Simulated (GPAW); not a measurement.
## Dielectric function and optical constants of LiCaF3

Wanted: where LiCaF3 starts to absorb, how strongly, and its refractive index.

Method: DFT, RPBE, plane-wave PAW (GPAW data sets), scalar-relativistic, RPA, optical limit, in GPAW 26.7.0.

## Step 1: The structure

Symmetry: Pm-3m, No. 221, cubic system. Conventional cell: a = 3.761 Å, b = 3.761 Å, c = 3.761 Å, α = 90.00°, β = 90.00°, γ = 90.00°. Ca has 12 F at 2.66 Å nearest. Nearest to F lie 2 Li at 1.88 Å and 4 Ca at 2.66 Å. Li has 6 F at 1.88 Å nearest. Farther neighbours and most contacts between anions are not listed.

Structure file:

```cif
data_structure
_symmetry_space_group_name_H-M 'P 1'
_symmetry_Int_Tables_number 1
_cell_length_a 3.7612
_cell_length_b 3.7612
_cell_length_c 3.7612
_cell_angle_alpha 90.000
_cell_angle_beta 90.000
_cell_angle_gamma 90.000
_cell_volume 53.21
loop_
_atom_site_label
_atom_site_type_symbol
_atom_site_fract_x
_atom_site_fract_y
_atom_site_fract_z
_atom_site_occupancy
Ca1 Ca 0.00000 0.00000 0.00000 1
F2 F 0.50000 0.00000 0.50000 1
F3 F 0.50000 0.50000 0.00000 1
F4 F 0.00000 0.50000 0.50000 1
Li5 Li 0.50000 0.50000 0.50000 1
```

## Step 2: Bands for the response

At the fixed density, many empty bands are solved on the mesh of the response, since the spectrum sums over them.

This step: DFT, RPBE, plane-wave PAW (GPAW data sets), scalar-relativistic, bands at fixed density (GPAW 26.7.0).

The input, nscf.py:

```python
from ase.dft.bandgap import bandgap
from gpaw import GPAW, FermiDirac

calc = GPAW('gs.gpw').fixed_density(kpts={'size': (8, 8, 8), 'gamma': True}, nbands=41, convergence={'bands': 35},
                                    occupations=FermiDirac(0.001), txt='nscf.txt')
print('gap (eV)', bandgap(calc, output=None)[0])
print('direct gap (eV)', bandgap(calc, direct=True, output=None)[0])
calc.write('full.gpw', mode='all')
```

The run is started by

```
$ OMP_NUM_THREADS=1 python nscf.py
```

Numbers of over 12 decimals in the logs are rounded to 6 here.

The log of the run:

```text
Diagonalizing LCAO Hamiltonian
Converting LCAO to pw mode
convergence criteria:
- Maximum integral of absolute [eigenst]ate change: 4e-08 eV^2 / valence electron
maximum number of iterations: 150

SCF iterations
|iter     |      energy | eigst |  dens |
|iter:   1||             | +3.07 |       |
|iter:   2||             | +1.64 |       |
|iter:   3||             | +0.59 |       |
|iter:   4||             | -0.47 |       |
|iter:   5||             | -1.62 |       |
|iter:   6||             | -2.67 |       |
|iter:   7||             | -3.76 |       |
|iter:   8||             | -4.83 |       |
|iter:   9||             | -5.97 |       |
|iter:  10||             | -7.04 |       |
|iter:  11||             | -7.76c|       |
SCF steps: 11
  __  _  _
 | _ |_)|_||  |
 |__||  | ||/\| - 26.7.0

Versions:
  Python: 3.12.14
  ASE:    3.29.0
  Numpy:  2.5.5
  Scipy:  1.18.1
  Libxc:  7.0.0

Input parameters:
  mode=PW(ecut=500.0),
  convergence={'bands': 35},
  gpts=array([20, 20, 20]),
  kpts=MonkhorstPack(size=(8, 8, 8), gamma=True),
  maxiter=150,
  nbands=41,
  occupations=Occupations(name='fermi-dirac', width=0.001, fixmagmom=False),
  parallel={},
  xc=XC(name='RPBE')

--- standard output ---
gap (eV) 6.544925
direct gap (eV) 6.649762
```

The job ended after 24 s (1 thread of Arm Neoverse V2, shared host; peak memory 0.19 GiB).

This step gave:

```
gap on the k-mesh      : 6.545 eV
direct gap on the mesh : 6.650 eV
```

## Step 3: Dielectric function, RPA

Transitions between filled and empty bands, summed over the zone, give the optical response, so mesh, band count and broadening shape it.

The induced potential is part of this response.

This step: DFT, RPBE, plane-wave PAW (GPAW data sets), scalar-relativistic, RPA, optical limit (GPAW 26.7.0).

The input, df.py:

```python
from gpaw.response.df import DielectricFunction

df = DielectricFunction('full.gpw', frequencies={'type': 'nonlinear', 'domega0': 0.03, 'omega2': 8},
                        ecut=50,
                        eta=0.05,
                        nbands=35,
                        txt='df.txt')
for direction in ['x']:
    df.get_dielectric_function(xc='RPA', direction=direction, filename=f'df_{direction}.csv')
```

The run is started by

```
$ OMP_NUM_THREADS=1 python df.py
```

The log of the run:

```text
Using integrator: PointIntegrator
NonLinearFrequencyDescriptor(from 0.000 to 65.973 eV, 499 points)
Nonperiodic BCs:  [False False False]
Using integrator: PointIntegrator
NonLinearFrequencyDescriptor(from 0.000 to 65.973 eV, 499 points)
Nonperiodic BCs:  [False False False]

Calculating chi0 body with:
    Ground state adapter containing:
    Number of spins: 1
    Number of kpoints: 512
    Number of irreducible kpoints: 35
    Number of completely occupied states: 16
    Number of partially occupied states: 16

    Linear response parametrization:
    q_c: [0.0, 0.0, 0.0]
    Number of frequency points: 499
    Planewave cutoff: 50.0
    Number of bands: 35
    Number of planewaves: 33
    Broadening (eta): 0.05

Integrating chi0 body.

Symmetries of q_c:
    Direct symmetries (Uq -> q): 48
    Indirect symmetries (TUq -> q): 0
In total 48 allowed symmetries.

35 groups of equivalent kpoints. 93.1640625% reduction.

Integral kind: spectral function

Calculating chi0 optical extensions with:
    Ground state adapter containing:
    Number of spins: 1
    Number of kpoints: 512
    Number of irreducible kpoints: 35
    Number of completely occupied states: 16
    Number of partially occupied states: 16

    Linear response parametrization:
    Number of frequency points: 499
    Planewave cutoff: 50.0
    Number of bands: 35
    Number of planewaves: 33
    Broadening (eta): 0.05
Integrating chi0 head and wings.

Symmetries of q_c:
    Direct symmetries (Uq -> q): 48
    Indirect symmetries (TUq -> q): 0
In total 48 allowed symmetries.

35 groups of equivalent kpoints. 93.1640625% reduction.

Integral kind: spectral function wings
```

It took 4.8 s on 1 thread; peak memory 0.23 GiB.

This step gave:

- electronic dielectric constant ε∞, mean over x, y and z (by symmetry where fewer were run): 2.222
- centre of weight of the strongest loss peak in the window: 11.23 eV

The Im ε, E ∥ x has structure finer than the step of the table below, so its rows give means over 0.5 eV, whole bins alone (the curve runs from 0 to 15.0 eV). Peaks (eV: height): 8.21: 4.68, 9.28: 2.63, 10.10: 2.35, 14.49: 0.990.

Sum at mesh points, not converged in k; values under the direct gap are tails of Lorentzian lines. Table of Im ε, E ∥ x by photon energy; means over each step:

```csv
photon energy (eV),"Im ε, E ∥ x"
0.5,4.7e-4
1.0,9.7e-4
1.5,0.00149
2.0,0.00208
2.5,0.00275
3.0,0.00355
3.5,0.00454
4.0,0.00581
4.5,0.00754
5.0,0.0100
5.5,0.0138
6.0,0.0205
6.5,0.0364
7.0,0.120
7.5,1.02
8.0,3.15
8.5,2.90
9.0,2.36
9.5,1.99
10.0,2.10
10.5,1.90
11.0,1.28
11.5,0.537
12.0,0.662
12.5,0.605
13.0,0.489
13.5,0.615
14.0,0.779
14.5,0.916
```

The reflectivity at normal incidence, E ∥ x has structure finer than the step of the table below, so its rows give means over 0.5 eV, whole bins alone (the curve runs from 0 to 15.0 eV). Peaks (eV: height): 8.27: 22.8, 9.02: 15.1, 9.28: 14.4, 10.45: 14.6, 10.81: 15.9, 11.10: 14.2, 14.77: 4.24.

Sum at mesh points, not converged in k. Table of reflectivity at normal incidence, E ∥ x by photon energy; means over each step:

```csv
photon energy (eV),"reflectivity at normal incidence, E ∥ x (%)"
0.5,3.89
1.0,3.92
1.5,3.97
2.0,4.05
2.5,4.15
3.0,4.29
3.5,4.46
4.0,4.68
4.5,4.96
5.0,5.33
5.5,5.84
6.0,6.55
6.5,7.65
7.0,9.70
7.5,14.2
8.0,18.3
8.5,15.5
9.0,12.7
9.5,11.0
10.0,11.7
10.5,12.7
11.0,12.7
11.5,3.51
12.0,2.34
12.5,1.94
13.0,1.49
13.5,2.67
14.0,3.17
14.5,3.81
```

The Im ε, E ∥ x has structure finer than the step of the table below, so its rows give means over 0.5 eV, whole bins alone (the curve runs from 0 to 15.0 eV). Peaks (eV: height): without local fields 8.21: 4.95, 9.28: 2.78, 10.03: 2.55, 14.49: 0.950; with local fields 8.21: 4.68, 9.28: 2.63, 10.10: 2.35, 14.49: 0.990.

Sum at mesh points, not converged in k; values under the direct gap are tails of Lorentzian lines. The Im ε, E ∥ x by photon energy; means over each step:

```csv
photon energy (eV),without local fields,with local fields
0.5,4.9e-4,4.7e-4
1.0,0.00101,9.7e-4
1.5,0.00156,0.00149
2.0,0.00217,0.00208
2.5,0.00287,0.00275
3.0,0.00370,0.00355
3.5,0.00473,0.00454
4.0,0.00606,0.00581
4.5,0.00787,0.00754
5.0,0.0105,0.0100
5.5,0.0145,0.0138
6.0,0.0215,0.0205
6.5,0.0384,0.0364
7.0,0.127,0.120
7.5,1.09,1.02
8.0,3.37,3.15
8.5,2.96,2.90
9.0,2.46,2.36
9.5,2.12,1.99
10.0,2.23,2.10
10.5,1.76,1.90
11.0,1.08,1.28
11.5,0.476,0.537
12.0,0.610,0.662
12.5,0.555,0.605
13.0,0.451,0.489
13.5,0.599,0.615
14.0,0.757,0.779
14.5,0.882,0.916
```

The loss function −Im 1/ε at q → 0, E ∥ x has structure finer than the step of the table below, so its rows give means over 0.25 eV, whole bins alone (the curve runs from 0 to 15.0 eV). Peaks (eV: height): 11.177: 1.10, 11.479: 0.990, 12.023: 0.480, 14.865: 0.528.

Sum at mesh points, not converged in k; values under the direct gap are tails of Lorentzian lines. Loss function −Im 1/ε at q → 0, E ∥ x against energy loss; means over each step:

```csv
energy loss (eV),"loss function −Im 1/ε at q → 0, E ∥ x"
0.50,9.6e-5
0.75,1.4e-4
1.00,1.9e-4
1.25,2.4e-4
1.50,3.0e-4
1.75,3.5e-4
2.00,4.1e-4
2.25,4.6e-4
2.50,5.3e-4
2.75,5.9e-4
3.00,6.6e-4
3.25,7.3e-4
3.50,8.2e-4
3.75,9.0e-4
4.00,1.0e-3
4.25,0.00111
4.50,0.00123
4.75,0.00136
5.00,0.00152
5.25,0.00170
5.50,0.00192
5.75,0.00218
6.00,0.00251
6.25,0.00294
6.50,0.00363
6.75,0.00501
7.00,0.00795
7.25,0.0152
7.50,0.0379
7.75,0.0811
8.00,0.106
8.25,0.185
8.50,0.258
8.75,0.265
9.00,0.287
9.25,0.304
9.50,0.367
9.75,0.326
10.00,0.311
10.25,0.394
10.50,0.463
10.75,0.526
11.00,0.763
11.25,0.951
11.50,0.737
11.75,0.310
12.00,0.446
12.25,0.354
12.50,0.337
12.75,0.329
13.00,0.283
13.25,0.173
13.50,0.225
13.75,0.254
14.00,0.276
14.25,0.279
14.50,0.331
14.75,0.426
```

Optical constants at common wavelengths, from n + ik = √ε:

```csv
wavelength (nm),n,k,R (%),1/α
1064,1.49,0.000,3.9,223 µm
633,1.50,0.001,4.0,75 µm
532,1.51,0.001,4.1,51 µm
450,1.52,0.001,4.2,35 µm
365,1.53,0.001,4.4,21 µm
308,1.55,0.002,4.7,13 µm
193,1.75,0.009,7.4,1.7 µm
```

Below the direct gap, k and the depth come from the tails of the Lorentzian lines, not from transitions.

## Step 4: Results

* electronic dielectric constant ε∞, mean over x, y and z (by symmetry where fewer were run) (RPA): 2.22
* centre of weight of the strongest loss peak in the window, first axis: 11.2 eV

In words: At this level (RPBE, RPA) LiCaF3 has ε∞ = 2.22 and n = 1.49 at 1550 nm. On the mesh the gap is 6.54 eV and the least direct gap 6.65 eV, so on this mesh the band edges lie at different points. Local fields change the static value along x from 2.29 to 2.22 (-3 %). Excitons and phonon-assisted transitions are missing; RPBE gaps are as a rule too small, which pulls the onset down and ε∞ up. In this version of GPAW the matrix elements of the optical limit are incomplete, which can lower ε − 1 by up to a tenth where first-row anions or d states rule, and shift it by more in d metals. The sum runs over mesh points 0.21 Å⁻¹ apart with no interpolation, so peaks are partly noise of the mesh and static values carry its error.

[Machine, clock and banner lines and Python warnings are left out of the logs.]

[Logs are printed without paths, hosts, clocks, repeated set-up lines and the standing remarks that a program may print on its own settings, such as how far it seeks lower states.]

[Hosts, paths, dates, database ids (printed as entryN), source tags and the programs' standing remarks are cut or masked in the printed files.]
